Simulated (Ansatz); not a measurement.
# MgV2N: relaxing a made-up structure, part 2 of 2

This structure for MgV2N is made up. Its elements were placed in a known structure type with a cell scaled to their sizes. What cell does the guess relax to, and how far off was it?

Ansatz 0.2.0; DFT, PBEsol, plane-wave PAW, files of the set soft_1, scalar-relativistic, ferromagnetic start, cell and ions relaxed at zero pressure; PAW set soft_1 (the session's first sound run).

So far: Starting point; Relaxation of the guess. The relaxed cell has a = 2.908, c = 13.757 Å (conventional setting).

### Step 3. Bands of the relaxed cell

A second self-consistent run takes a narrower smearing and the mesh shown in its input; the bands follow along the standard path of the relaxed lattice.

This step: DFT, PBEsol, plane-wave PAW, files of the set soft_1, scalar-relativistic, no spin, bands and density of states at the relaxed cell; PAW set soft_1 (Ansatz 0.2.0).

File input.yaml:

```yaml
crystal:
  lattice:
    - [2.9082373411, 0.0, 0.0]
    - [-1.4541186705, 2.5186074176, 0.0]
    - [0.0, 0.0, 13.7572067671]
  atoms:
    - { symbol: V, position: [0.6666666667, 0.3333333333, 0.5756550884] }
    - { symbol: V, position: [0.3333333333, 0.6666666667, 0.4243449116] }
    - { symbol: V, position: [0.3333333333, 0.6666666667, 0.0756550884] }
    - { symbol: V, position: [0.6666666667, 0.3333333333, 0.9243449116] }
    - { symbol: Mg, position: [0.3333333333, 0.6666666667, 0.75] }
    - { symbol: Mg, position: [0.6666666667, 0.3333333333, 0.25] }
    - { symbol: "N", position: [0.0, 0.0, 0.5] }
    - { symbol: "N", position: [0.0, 0.0, 0.0] }
kpoints:
  mp_grid: { grid: [12, 12, 4] }
  band_path:
    path:
      - [[0.0, 0.0, 0.0], [0.5, 0.0, 0.0], [0.33333333, 0.33333333, 0.0], [0.0, 0.0, 0.0], [0.0, 0.0, 0.5], [0.5, 0.0, 0.5], [0.33333333, 0.33333333, 0.5], [0.0, 0.0, 0.5]]
      - [[0.5, 0.0, 0.5], [0.5, 0.0, 0.0]]
      - [[0.33333333, 0.33333333, 0.0], [0.33333333, 0.33333333, 0.5]]
    npoints: 8
scf:
  occupations: { method: fermi_dirac, width: 0.03 }
  n_extra_bands: 12
hamiltonian:
  xc: pbesol
  pseudopotentials: { kind: paw, azcp: { folder: soft_1 }, xc_functional: pbe }
output:
  forces: true
  stress: true
  write_bands: true
  dos: { projected: true }
  write_density: true
  write_potential: true
  elf: true
  volumetric_format: npy
```

Started as:

```
$ ansatz run input.yaml --threads 4 --pin off --max-ram 10240MiB --backend cpu --events-out ev --progress --plain --runs-dir out
```

Numbers of over 12 decimals in the logs are rounded to 6 here.

The program printed:

```text
[...]
Crystal: 8 atoms, lattice volume = 100.768 Å³
Basis set: ecut = 420 eV, 1953 PW (Γ), exchange–correlation on 40×40×192 points (8 copies of the dense FFT grid, shifted against one another)
Bands: 53, of which v1, the nominal top of the filled ones, is band 41 counted from 1 (40 counted from 0)
Symmetry: 24 space group operations
[...]
k-points: 57 of 576
[...]
SCF iter   1: F=—  HF=-16130.455459 eV  |F-HF|=—  |Δ(HF+E_count)|=         —  Δρ=7.96e-2  dr2=2.23e1  ethr=3.10e-3  ⟨swp⟩=6.1  Hψ=11724  notcnv=0  defer=17
[...]
SCF iter  10: F=-16127.455811 eV  HF=-16127.455811 eV  |F-HF|=4.42e-9  |Δ(HF+E_count)|=   2.22e-8  Δρ=1.97e-6  dr2=6.04e-9  ethr=1.22e-10  ⟨swp⟩=13.9  Hψ=18726  notcnv=0
SCF 1 converged in 10 iterations: F = -16127.455811 eV  dr2 = 6.04e-9
[...]
NSCF: frozen V_eff on 75 k-points
SCF converged after 10 iterations
Free energy (F): -16127.455811 eV
[...]
Internal energy: -16127.438735 eV  (E = F + TS)
E sigma→0 (E₀):  -16127.447273 eV
Entropy (-TS):   -0.017076 eV (-2.134 meV/atom)
Fermi energy:    13.210313 eV
[...]
--- Forces (eV/Å), atoms counted from 1 ---
  atom   1  V     -0.00000000    -0.00000000    -0.06046561
  atom   2  V     -0.00000000     0.00000000     0.06046561
  atom   3  V     -0.00000000     0.00000000    -0.06046561
  atom   4  V     -0.00000000    -0.00000000     0.06046561
  atom   5  Mg    -0.00000000     0.00000000    -0.00000000
  atom   6  Mg     0.00000000    -0.00000000     0.00000000
  atom   7  N     -0.00000000    -0.00000000     0.00000000
  atom   8  N     -0.00000000    -0.00000000    -0.00000000
  max |Σ_I F_I| component: 9.71e-17 eV/Å
--- Stress (GPa, compression-positive) ---
        0.103116      -0.000000       0.000000
       -0.000000       0.103116       0.000000
        0.000000       0.000000      -0.237976
  P = ⅓ Tr σ = -0.0106 GPa (-0.106 kbar)
--- Band table (eV; the first three rows and the last of 57) ---
  k-point 0: bands = [... 37 lower, 12.5050, 12.5093, 12.5093, 12.5667, 12.7343, 13.7028, 13.7028, 13.7066, ... 8 higher]
  k-point 1: bands = [... 37 lower, 12.5057, 12.5087, 12.5087, 12.6039, 12.7181, 13.7033, 13.7033, 13.7061, ... 8 higher]
  k-point 2: bands = [... 37 lower, 12.5072, 12.5072, 12.5072, 12.6706, 12.6706, 13.7047, 13.7047, 13.7047, ... 8 higher]
  k-point 56: bands = [... 37 lower, 11.7048, 12.8740, 12.8740, 13.0870, 13.0870, 13.8283, 13.8283, 14.7172, ... 8 higher]
```

Elapsed: 8.7 s, on 4 threads of Arm Neoverse V2, shared host; peak memory 0.62 GiB; 34 s of CPU time.

In the SCF lines HF is the Harris–Foulkes energy and dr2 the Hartree energy of the density residual, in eV; the loop may stop once dr2 is under the threshold and the program's other checks hold. Hψ counts applications of the Hamiltonian.

Numbers from this step:

- free energy: -16127.4558 eV
- energy at zero smearing: -16127.4473 eV
- smearing term TS: 0.01708 eV
- Fermi energy: 13.21 eV
- pressure: -0.01058 GPa

bands.tsv at the labelled points (eV, zero at the Fermi level; the bands that come nearest the Fermi level along the path):

| point | band 39 | band 40 | band 41 | band 42 | band 43 | band 44 | band 45 | band 46 |
| --- | --- | --- | --- | --- | --- | --- | --- | --- |
| Γ | -0.70 | -0.70 | -0.64 | -0.48 | 0.49 | 0.49 | 0.50 | 0.50 |
| M | -1.03 | -0.96 | 0.77 | 0.80 | 1.21 | 1.22 | 1.22 | 1.24 |
| K | -0.71 | -0.17 | -0.17 | -0.02 | 0.73 | 0.73 | 1.28 | 1.28 |
| Γ | -0.70 | -0.70 | -0.64 | -0.48 | 0.49 | 0.49 | 0.50 | 0.50 |
| A | -0.70 | -0.70 | -0.54 | -0.54 | 0.49 | 0.49 | 0.49 | 0.49 |
| L | -0.96 | -0.96 | 0.78 | 0.78 | 1.22 | 1.22 | 1.23 | 1.23 |
| H | -0.34 | -0.34 | -0.12 | -0.12 | 0.62 | 0.62 | 1.51 | 1.51 |
| A | -0.70 | -0.70 | -0.54 | -0.54 | 0.49 | 0.49 | 0.49 | 0.49 |
| L | -0.96 | -0.96 | 0.78 | 0.78 | 1.22 | 1.22 | 1.23 | 1.23 |
| M | -1.03 | -0.96 | 0.77 | 0.80 | 1.21 | 1.22 | 1.22 | 1.24 |
| K | -0.71 | -0.17 | -0.17 | -0.02 | 0.73 | 0.73 | 1.28 | 1.28 |
| H | -0.34 | -0.34 | -0.12 | -0.12 | 0.62 | 0.62 | 1.51 | 1.51 |

Counts of states for the cell as run, both spins, by energy window (eV from the Fermi level):

```csv
from,to,total
-8,-7,3.54
-7,-6,3.45
-6,-5,5.48
-5,-4,0.84
-4,-3,0.95
-3,-2,4.17
-2,-1,5.74
-1,0,5.72
0,1,7.29
1,2,8.28
2,3,5.21
```

Below -8 eV lie 52.0 more states.

Force by atom:

```
atom  x (eV/Å)  y (eV/Å)  z (eV/Å)    size
  V1    0.0000    0.0000   -0.0605  0.0605
  V2    0.0000    0.0000    0.0605  0.0605
  V3    0.0000    0.0000   -0.0605  0.0605
  V4    0.0000    0.0000    0.0605  0.0605
 Mg5    0.0000    0.0000    0.0000  0.0000
 Mg6    0.0000    0.0000    0.0000  0.0000
  N7    0.0000    0.0000    0.0000  0.0000
  N8    0.0000    0.0000    0.0000  0.0000
```

Electrostatic potential energy in the ac plane at fractional y = 0.333, with atoms of V and Mg within 0.2 Å of it. With pseudopotentials it is smooth inside the atoms' cores, unlike the true potential.

Ten even steps from '0' (-29 eV) to '9' (15 eV), each cell a mean:
```
899988743212357
789987300000003
899998631000136
999999988777889
999999999999999
887788899999998
888888999999999
999999999999999
999999876545678
799997410000014
789987410000014
888888875444578
887788899999998
754457899999998
877778999999999
999999999999999
999999886545688
899998610000016
899998731000137
999999998777899
999999999999999
765567899999998
765567899999998
888888999888998
```
Columns run along a (2.9 Å; values clipped at the 3rd and 97th percentile), rows up along c (13.8 Å). Atoms in or near the plane, at fractional coordinates: V at (0.67, 0.58), V at (0.67, 0.92), Mg at (0.67, 0.25).

Valence density in the ac plane at fractional y = 0.333, with atoms of V and Mg within 0.2 Å of it. It is the smooth field of the valence electrons, not physical close to the nuclei.

Ten steps, logarithmic in the rise over the least value, from '0' (0 e/Å³) to '9' (21 e/Å³), each cell a mean:
```
222222234565432
111111367898763
100001246777642
000000001111100
000000000000000
000000000000000
000000000000000
000000000000000
000000012333210
100001357888753
111111357888753
222222223343322
222222110000011
122221100000001
111111000000000
000000000000000
000000001333100
000000047999740
000000026888620
000000000010000
000000000000000
122221100000001
222221110000001
222222111111111
```
Columns run along a (2.9 Å), rows up along c (13.8 Å). Atoms in or near the plane, at fractional coordinates: V at (0.67, 0.58), V at (0.67, 0.92), Mg at (0.67, 0.25).

ELF in the ac plane at fractional y = 0.333, with atoms of V and Mg within 0.2 Å of it. It is the smooth field of the valence electrons, not physical close to the nuclei.

Ten even steps from '_' (0.05) to '@' (0.73), each cell a mean:
```
--**####**--::::==******==::::
....----....--##@@@@@@@@@@##--
..::====::..::++##%%%%%%##++::
==++****++==--::::::::::::::--
==--::::--==++**##########**++
____________::++%%@@@@@@%%++::
..________..--**%%@@@@@@%%**--
++++++++++++++++++++++++++++++
::==****==::....::--==--::....
....----....--**%%@@@@@@%%**--
..::====::..::**%%@@@@@@%%**::
++##%%%%##++--::::------::::--
--========----::::::::::::::--
....::::........--======--....
............::==**%%%%%%**==::
==--------==++**##########**++
==********==::..............::
__--****--____--==::..::==--__
..==****==..__..----::----..__
++++++++++++==--::::::::::--==
::::....::::==**%%%%@@%%%%**==
....::::......--++######++--..
....::::........::------::....
++********++==::::......::::==
```
Columns run along a (2.9 Å), rows up along c (13.8 Å). Atoms in or near the plane, at fractional coordinates: V at (0.67, 0.58), V at (0.67, 0.92), Mg at (0.67, 0.25).

### Step 4. Outcome

```
space group, relaxed : P6_3/mmc
conventional cell    : a = 2.908, b = 2.908, c = 13.757 Å; α = 90.0°, β = 90.0°, γ = 120.0°
volume per atom      : 12.60 Å³ (guess 12.39)
total moment         : 0.00 μB in the cell of 8 atoms
```

In words: MgV2N relaxes to P6_3/mmc with a = 2.908, b = 2.908 and c = 13.757 Å. The guessed volume was 2 % too small. The space group P6_3/mmc was held in the relaxation, so the end point is a stationary structure within it and may be a saddle against distortions or other arrangements. The moments died out from this one start and weren't seeded again at the relaxed cell. Bands cross the Fermi level, so it is a metal or semimetal at this level. On the 12×12×4 mesh with the narrower smearing (relaxed on 10×10×2) the largest force component is 0.060 eV/Å and the largest stress component is 0.238 GPa, against the relaxation's thresholds of 0.015 eV/Å and 0.05 GPa. The cutoff wasn't tested. No dispersion term is used, so weakly bound directions may come out too long. Nothing here tests whether the compound is stable against decomposition.

[Logs are printed without paths, hosts, clocks, repeated set-up lines and the standing remarks that a program may print on its own settings, such as how far it seeks lower states.]

[Hosts, paths, dates, database ids (printed as entryN), source tags and the programs' standing remarks are cut or masked in the printed files.]
